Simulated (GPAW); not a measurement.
# A Mo chain with one N atom in line: converging a transmission, part 3 of 3

Aim: the cheapest settings that leave the conductance of a Mo chain with one N atom in line unchanged.

GPAW 26.7.0; GPAW LCAO, PAW setups; Landauer transmission from Green's functions with principal layers (ASE), zero bias.

So far, transmission at the Fermi level (one spin): step 2 (base settings) 2.84; step 14 (energies [-2, 2, 0.1] eV) 2.84; step 16 (energies [-2, 2, 0.0125] eV) 2.84; step 18 (smearing 0.01 eV) 2.87; step 19 (smearing 0.03 eV) 2.88.

## Step 20: Varying the smearing: width = 0.2

File run.py:

```python
import json
import numpy as np
from ase import Atoms
from ase.transport.calculators import TransportCalculator
from gpaw import GPAW, FermiDirac
from gpaw.lcao.tools import get_lcao_hamiltonian
from scipy.linalg import eigh

# The junction with lead layers at both ends, along the third cell vector
device = Atoms(
    ['Mo', 'Mo', 'Mo', 'Mo', 'Mo', 'Mo', 'Mo', 'N', 'Mo', 'Mo', 'Mo', 'Mo', 'Mo', 'Mo', 'Mo'],
    positions=[
        [4.50000, 4.50000, 1.12500],
        [4.50000, 4.50000, 3.37500],
        [4.50000, 4.50000, 5.62500],
        [4.50000, 4.50000, 7.87500],
        [4.50000, 4.50000, 10.12500],
        [4.50000, 4.50000, 12.37500],
        [4.50000, 4.50000, 14.62500],
        [4.50000, 4.50000, 16.33080],
        [4.50000, 4.50000, 18.03660],
        [4.50000, 4.50000, 20.28660],
        [4.50000, 4.50000, 22.53660],
        [4.50000, 4.50000, 24.78660],
        [4.50000, 4.50000, 27.03660],
        [4.50000, 4.50000, 29.28660],
        [4.50000, 4.50000, 31.53660]],
    cell=[[9.0, 0.0, 0.0], [0.0, 9.0, 0.0], [0.0, 0.0, 32.6616]],
    pbc=True)

# One principal layer of the lead: the first 5 atoms of the device
lead = Atoms(
    ['Mo', 'Mo', 'Mo', 'Mo', 'Mo'],
    positions=[
        [4.50000, 4.50000, 1.12500],
        [4.50000, 4.50000, 3.37500],
        [4.50000, 4.50000, 5.62500],
        [4.50000, 4.50000, 7.87500],
        [4.50000, 4.50000, 10.12500]],
    cell=[[9.0, 0.0, 0.0], [0.0, 9.0, 0.0], [0.0, 0.0, 11.25]],
    pbc=True)

settings = dict(mode='lcao', basis='dzp', xc='LDA', h=0.18,
                occupations=FermiDirac(0.2), maxiter=250,
                mixer=dict(beta=0.1, nmaxold=8, weight=100.0),
                convergence=dict(density=0.0001))
energies = np.arange(-2, 2 + 1e-9, 0.05)
eta = 0.0001
n1, n2 = 1, 1
# k and -k transmit alike, so half of the mesh across the current serves
mesh = [(i, j) for i in range(n1) for j in range(n2) if (i, j) <= (-i % n1, -j % n2)]
weights = np.array([1 if (i, j) == (-i % n1, -j % n2) else 2 for i, j in mesh]) / (n1 * n2)

# [... helper functions left out ...]
fermi_lead = ground_state(lead, (1, 1, 10), 'lead.txt')
fermi_device = ground_state(device, (1, 1, 3), 'device.txt')
# [... loop over the mesh left out, but for ...]
        # Shift the lead onto the potential of the device's first layer
        shift = ((H[:, 0, 0] - H0[:, 0, 0]) / S0[0, 0]).real.mean()
# [...]
kT = 8.617333e-5 * 500
bias = [0.1, 0.2, 0.5, 1.0, 1.5, 2.0]
# [... integrals and printing left out ...]
```

On the command line:

```bash
$ OMP_NUM_THREADS=1 OPENBLAS_NUM_THREADS=2 python run.py
```

Run time: 4.2 min. Hardware: 2 threads of Arm Neoverse V1, shared host; peak memory 2 GiB.

One spin. Table of transmission, zone mean by energy, zero at the Fermi level:

| energy (eV) | transmission, zone mean |
| --- | --- |
| -2.00 | 1.90 |
| -1.90 | 1.97 |
| -1.80 | 2.02 |
| -1.70 | 2.08 |
| -1.55 | 2.59 |
| -1.45 | 2.29 |
| -1.35 | 2.34 |
| -1.25 | 2.38 |
| -1.15 | 2.41 |
| -1.05 | 2.44 |
| -0.90 | 2.48 |
| -0.80 | 2.52 |
| -0.70 | 2.58 |
| -0.60 | 2.63 |
| -0.50 | 2.68 |
| -0.40 | 2.74 |
| -0.25 | 2.78 |
| -0.15 | 2.79 |
| -0.05 | 2.79 |
| 0.00 | 2.79 |
| 0.05 | 2.80 |
| 0.15 | 2.79 |
| 0.25 | 2.78 |
| 0.40 | 2.75 |
| 0.50 | 2.73 |
| 0.60 | 2.71 |
| 0.70 | 2.68 |
| 0.80 | 2.66 |
| 0.90 | 2.64 |
| 1.05 | 2.60 |
| 1.15 | 2.56 |
| 1.25 | 2.51 |
| 1.35 | 2.44 |
| 1.45 | 2.38 |
| 1.55 | 2.29 |
| 1.70 | 2.10 |
| 1.80 | 1.91 |
| 1.90 | 1.56 |
| 2.00 | 0.986 |

The conductance, 2.79 G₀, lies 1.4 % below that of the base run.

## Step 21: Smearing: width = 0.4

run.py: that of step 20 with these lines changed.

```diff
@@ -43,3 +43,3 @@
 settings = dict(mode='lcao', basis='dzp', xc='LDA', h=0.18,
-                occupations=FermiDirac(0.2), maxiter=250,
+                occupations=FermiDirac(0.4), maxiter=250,
                 mixer=dict(beta=0.1, nmaxold=8, weight=100.0),
```

It took 3.8 min on 2 threads; peak memory 2 GiB.

One spin. The transmission, zone mean by energy, zero at the Fermi level:

```
energy (eV)  transmission, zone mean
     -2.000                     1.92
     -1.800                     2.03
     -1.600                     2.20
     -1.400                     2.52
     -1.200                     2.42
     -1.000                     2.46
     -0.800                     2.53
     -0.600                     2.63
     -0.400                     2.71
     -0.200                     2.75
      0.000                     2.77
      0.200                     2.77
      0.400                     2.76
      0.600                     2.73
      0.800                     2.70
      1.000                     2.65
      1.200                     2.59
      1.400                     2.91
      1.500                     5.18
      1.600                     2.07
      1.800                     1.65
      2.000                    0.891
```

The conductance, 2.76 G₀, lies 2.4 % below that of the base run.

## Step 22: Convergence in the smearing

This step: convergence of the conductance (GPAW 26.7.0).

The conductance by smearing:

| smearing (eV) | conductance (G₀) |
| --- | --- |
| 0.010 | 2.86 |
| 0.030 | 2.87 |
| 0.100 | 2.83 |
| 0.200 | 2.79 |
| 0.400 | 2.76 |

## Step 23: Summary of results

| Quantity | Value |
| --- | --- |
| conductance at the base settings | 2.83 G₀ |
| range over the lead periods between scatterer and principal layer (0 to 6) | 2.81 to 2.83 G₀ |
| range over the density threshold (1.0e-6 to 0.1) | 2.76 to 2.83 G₀ |
| range over the energy step (0.0125 to 0.2 eV) | 2.83 to 2.83 G₀ |
| range over the smearing (0.01 to 0.4 eV) | 2.76 to 2.87 G₀ |

At the base settings the conductance, averaged at 500 K, is 2.83 G₀. In the lead periods between scatterer and principal layer, no value tried moves the conductance by 3 %. In the density threshold, no value tried moves the conductance by 3 %. In the energy step, no value tried moves the conductance by 3 %. The smearing of the SCF moves the conductance between 2.76 and 2.87 G₀; a narrow width also needs more k-points. Over the ranges tried, the smearing moves it most, counted as a ratio. The geometry was built from estimated bond lengths and not relaxed, so the numbers describe this model structure. The run had no spin polarisation, so a magnetic state, which chains and small molecules with open shells often have, wasn't tested. An evenly spaced straight chain is an idealisation: free chains tend to dimerise, zigzag or, where a band edge lies near the Fermi level, turn magnetic. The currents use the zero-bias T(E) throughout, which holds only while the bias is small against the distance to the nearest feature.

[Logs are printed without paths, hosts, clocks, repeated set-up lines and the standing remarks that a program may print on its own settings, such as how far it seeks lower states.]

[Hosts, paths, dates, database ids (printed as entryN), source tags and the programs' standing remarks are cut or masked in the printed files.]
